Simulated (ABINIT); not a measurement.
**A GW chain in ABINIT: KF (Carobbiite)**

How does a plane-wave GW calculation on KF (Carobbiite) run from the first input to the gap?

Program: ABINIT 10.8.3. Level of theory: LDA and many-body steps on it, plane waves. Results are calculated unless marked as measured.

### Step 1. The starting structure

The structure is cubic, space group Fm-3m (No. 225). Conventional cell: a = 5.344 Å, b = 5.344 Å, c = 5.344 Å, α = 90.00°, β = 90.00°, γ = 90.00°. K has 6 F at 2.67 Å nearest. F has 6 K at 2.67 Å nearest. Farther neighbours and most contacts between anions are not listed.

The cell and positions come from the Crystallography Open Database and are kept as given unless a step says otherwise.

### Step 2. Ground state

This step: ABINIT 10.8.3; DFT, LDA, plane waves, norm-conserving pseudopotentials.

The ground-state density comes first.

The input, run.abi:

```
acell 3*1.0 Angstrom
rprim 
  -0.000000000000 2.671850000000 2.671850000000
  2.671850000000 -0.000000000000 2.671850000000
  2.671850000000 2.671850000000 0.000000000000
ntypat 2
znucl 19 9
natom 2
typat 1 2
xred 
  0.000000000000 0.000000000000 0.000000000000
  0.500000000000 0.500000000000 0.500000000000
pp_dirpath "pseudos"
pseudos "K.upf, F.upf"
ecut 36
ngkpt 6 6 6
nshiftk 1
shiftk 0 0 0
kptopt 1
chksymbreak 0
nband 13
occopt 1
tolvrs 1e-10
nstep 60
prtwf 0
optforces 0
optstress 0
indata_prefix "in"
outdata_prefix "out"
tmpdata_prefix "tmp"
```

The run is started by

```
$ OMP_NUM_THREADS=1 mpirun -n 4 abinit run.abi > log
```

Numbers of over 12 decimals in the logs are rounded to 6 here.

The log of the run:

```text
.Version 10.8.3 of ABINIT. v10.8.2 released Aug 2026.

 Symmetries : space group Fm -3 m (#225); Bravais cF (face-center cubic)
================================================================================
 Values of the parameters that define the memory need of the present run
     intxc =       0    ionmov =       0      iscf =       7    lmnmax =       6
     lnmax =       6     mgfft =      40  mpssoang =       3    mqgrid =    3001
     natom =       2  nloc_mem =       1    nspden =       1   nspinor =       1
    nsppol =       1      nsym =      48    n1xccc =    2501    ntypat =       2
    occopt =       1   xclevel =       1
-    mband =          13        mffmem =           1         mkmem =           4
       mpw =        2671          nfft =       64000          nkpt =          16
================================================================================
  Rough estimation (10% accuracy) of disk space for files :
================================================================================

--------------------------------------------------------------------------------
------------- Echo of variables that govern the present computation ------------
--------------------------------------------------------------------------------
 -outvars: echo values of preprocessed input variables --------
            acell      1.8897261259E+00  1.8897261259E+00  1.8897261259E+00 Bohr

      chksymbreak           0
             ecut      3.60000000E+01 Hartree
-          fftalg         312

              ixc       -1012
              kpt      0.00000000E+00  0.00000000E+00  0.00000000E+00
                       1.66666667E-01  0.00000000E+00  0.00000000E+00
                       3.33333333E-01  0.00000000E+00  0.00000000E+00
                       5.00000000E-01  0.00000000E+00  0.00000000E+00
                       1.66666667E-01  1.66666667E-01  0.00000000E+00
                       3.33333333E-01  1.66666667E-01  0.00000000E+00
                       5.00000000E-01  1.66666667E-01  0.00000000E+00
                      -3.33333333E-01  1.66666667E-01  0.00000000E+00
                      -1.66666667E-01  1.66666667E-01  0.00000000E+00
   [... 5 further rows ...]
                      -3.33333333E-01  3.33333333E-01  1.66666667E-01
                      -3.33333333E-01  5.00000000E-01  1.66666667E-01
         kptrlatt        6    0    0      0    6    0      0    0    6
          kptrlen      4.28427351E+01
P           mkmem           4
            natom           2
            nband          13
            ngfft          40      40      40
             nkpt          16
            nstep          60
             nsym          48
           ntypat           2
              occ      2.000000  2.000000  2.000000  2.000000  2.000000  2.000000
                       2.000000  2.000000  0.000000  0.000000  0.000000  0.000000
                       0.000000
        optforces           0
        optstress           0
            prtwf           0
            rprim     -0.0000000000E+00  2.6718500000E+00  2.6718500000E+00
[...]
spgroup         225

           tolvrs      1.00000000E-10

             xred      0.0000000000E+00  0.0000000000E+00  0.0000000000E+00
[...]
znucl       19.00000    9.00000

================================================================================

 chkinp: Checking input parameters for consistency.

================================================================================
== DATASET  1 ==================================================================
-   mpi_nproc: 4, omp_nthreads: 1 (-1 if OMP is not activated)

--- !DatasetInfo
iteration_state: {dtset: 1, }
dimensions: {natom: 2, nkpt: 16, mband: 13, nsppol: 1, nspinor: 1, nspden: 1, mpw: 2671, }
cutoff_energies: {ecut:  36.0, pawecutdg:  -1.0, }
electrons: {nelect:   1.60000000E+01, charge:   0.00000000E+00, occopt:   1.00000000E+00, tsmear:   1.00000000E-02, }

 Real(R)+Recip(G) space primitive vectors, cartesian coordinates (Bohr,Bohr^-1):
 R(1)=  0.0000000  5.0490647  5.0490647  G(1)= -0.0990282  0.0990282  0.0990282
 R(2)=  5.0490647  0.0000000  5.0490647  G(2)=  0.0990282 -0.0990282  0.0990282
 R(3)=  5.0490647  5.0490647  0.0000000  G(3)=  0.0990282  0.0990282 -0.0990282
 Unit cell volume ucvol=  2.5743217E+02 bohr^3
 Angles (23,13,12)=  6.00000000E+01  6.00000000E+01  6.00000000E+01 degrees

 getcut: wavevector=  0.0000  0.0000  0.0000  ngfft=  40  40  40
         ecut(hartree)=     36.000   => boxcut(ratio)=   2.07404

--- Pseudopotential description ------------------------------------------------
- K Generated using ONCVPSP code by D. R. Hamann
- 19.00000   9.00000  180309                  znucl, zion, pspdat
12 -1012 2 -1 2170                            pspcod,pspxc,lmax,lloc,mmax
     nproj     2     2     2
  pspatm : epsatm=    8.21740868
         --- l  ekb(1:nproj) -->
[...]
pspatm: atomic psp has been read  and splines computed

- F Generated using ONCVPSP code by D. R. Hamann
-  9.00000   7.00000  201202                  znucl, zion, pspdat
12 -1012 2 -1 824                             pspcod,pspxc,lmax,lloc,mmax
     nproj     2     2     1
  pspatm : epsatm=    4.94580260
         --- l  ekb(1:nproj) -->
[...]
1   -4.029087   -1.312559
             2   -2.364936
 pspatm: atomic psp has been read  and splines computed

   2.10611380E+02                                ecore*ucvol(ha*bohr**3)
--------------------------------------------------------------------------------

_setup2: Arith. and geom. avg. npw (full set) are    2654.523    2654.506

================================================================================

--- !BeginCycle
iteration_state: {dtset: 1, }
solver: {iscf: 7, nstep: 60, nline: 4, wfoptalg: 0, }
tolerances: {tolvrs: 1.00E-10, }

     iter   Etot(hartree)      deltaE(h)  residm     vres2
 ETOT  1  -54.518220455049    -5.452E+01 9.512E-02 4.004E+02
 ETOT  2  -54.494778304748     2.344E-02 7.408E-03 3.922E+02
 ETOT  3  -54.608614231348    -1.138E-01 4.070E-03 2.646E+01
 ETOT  4  -54.614311568290    -5.697E-03 1.980E-03 9.025E-02
 ETOT  5  -54.614335758939    -2.419E-05 1.034E-03 2.304E-03
 ETOT  6  -54.614336235273    -4.763E-07 3.258E-04 3.081E-04
 ETOT  7  -54.614336296004    -6.073E-08 3.096E-04 8.713E-07
 ETOT  8  -54.614336296043    -3.891E-11 2.011E-04 2.357E-07
 ETOT  9  -54.614336296080    -3.778E-11 2.309E-04 5.526E-11

 At SCF step    9       vres2   =  5.53E-11 < tolvrs=  1.00E-10 =>converged.

--- !ResultsGS
iteration_state: {dtset: 1, }
comment   : Summary of ground state results
lattice_vectors:
- [ -0.0000000,   5.0490647,   5.0490647, ]
- [  5.0490647,  -0.0000000,   5.0490647, ]
- [  5.0490647,   5.0490647,   0.0000000, ]
lattice_lengths: [   7.14046,    7.14046,    7.14046, ]
lattice_angles: [ 60.000,  60.000,  60.000, ] # degrees, (23, 13, 12)
lattice_volume:   2.5743217E+02
convergence: {deltae: -3.778E-11, res2:  5.526E-11, residm:  2.309E-04, diffor:  0.000E+00, }
etotal    :  -5.46143363E+01
entropy   :   0.00000000E+00
fermie    :  -1.12255201E-02
cartesian_stress_tensor: null
pressure_GPa: null
xred      :
- [  0.0000E+00,   0.0000E+00,   0.0000E+00,  K]
- [  5.0000E-01,   5.0000E-01,   5.0000E-01,  F]
cartesian_forces: null
force_length_stats: {min: null, max: null, mean: null, }

 Integrated electronic density in atomic spheres:
 ------------------------------------------------
 Atom  Sphere_radius  Integrated_density
    1        2.00000          6.92915763
    2        2.00000          6.98565705
================================================================================

 ----iterations are completed or convergence reached----

 Mean square residual over all n,k,spin=   27.907E-07; max=  23.089E-05
 reduced coordinates (array xred) for    2 atoms
       0.000000000000      0.000000000000      0.000000000000
       0.500000000000      0.500000000000      0.500000000000
 rms dE/dt=  0.0000E+00; max dE/dt=  0.0000E+00; dE/dt below (all hartree)
    1       0.000000000000      0.000000000000      0.000000000000
    2       0.000000000000      0.000000000000      0.000000000000

 cartesian coordinates (angstrom) at end:
    1      0.000000     0.000000     0.000000
    2      2.671850     2.671850     2.671850
 length scales=  1.889726125908  1.889726125908  1.889726125908 bohr
              =  1.000000000000  1.000000000000  1.000000000000 angstroms
 prteigrs : about to open file out_EIG
 Fermi (or HOMO) energy (hartree) =  -0.01123   Average Vxc (hartree)=  -0.33877
 Eigenvalues (hartree) for nkpt=  16  k points:
 kpt#   1, nband= 13, wtk=  0.00463, kpt=  0.0000  0.0000  0.0000 (reduced coord)
  -0.95408   -0.67957   -0.34519   -0.34519   -0.34519   -0.01123   -0.01123   -0.01123
   0.20271    0.37627    0.37627    0.37627    0.43854
 prteigrs : prtvol=0 or 1, do not print more k-points.

--- !EnergyTerms
iteration_state     : {dtset: 1, }
comment             : Components of total free energy in Hartree
kinetic             :  2.64061494464258E+01
hartree             :  1.40150605862758E+01
xc                  : -1.16604267874220E+01
Ewald energy        : -3.63106064938669E+01
psp_core            :  8.18123784226526E-01
local_psp           : -4.94807455888838E+01
non_local_psp       :  1.59810875716410E+00
total_energy        : -5.46143362960805E+01
total_energy_eV     : -1.48613179952054E+03
band_energy         : -5.51243988360573E+00

== END DATASET(S) ==============================================================
================================================================================

 -outvars: echo values of variables after computation  --------
           etotal     -5.4614336296E+01
            nband          13
             nkpt          16
          spgroup         225
 [... the other variables as echoed above ...]

 Calculation completed.
```

Elapsed: 10 s, on 4 MPI ranks of Arm Neoverse N1, shared host; peak memory 0.28 GiB.

This step gave:

```
total energy               : -1486.1318 eV
gap                        : 5.822 eV
k of the valence top       : 0, 0, 0
k of the conduction bottom : 0, 0, 0
least direct gap           : 5.822 eV
```

The gap is direct, at Γ.

[end of part 1 of 3]

[Paths, hosts, dates, memory and timing lines, banners, echoed tables and standing remarks are left out of the program output.]

[Logs are printed without paths, hosts, clocks, repeated set-up lines and the standing remarks that a program may print on its own settings, such as how far it seeks lower states.]

[Runs of the session that timed out or met a known fault of the program may be left out.]

[Hosts, paths, dates, database ids (printed as entryN), source tags and the programs' standing remarks are cut or masked in the printed files.]

[G0W0 gaps are taken among the corrected bands and points alone; a level outside them can change the order at an edge.]

[Where Ansatz stands beside ABINIT at settings called matched, ABINIT's density can come from a denser mesh and the files from another edition; pairs whose starting gaps differed by over 0.03 eV were left out, so agreement reads better than it is.]
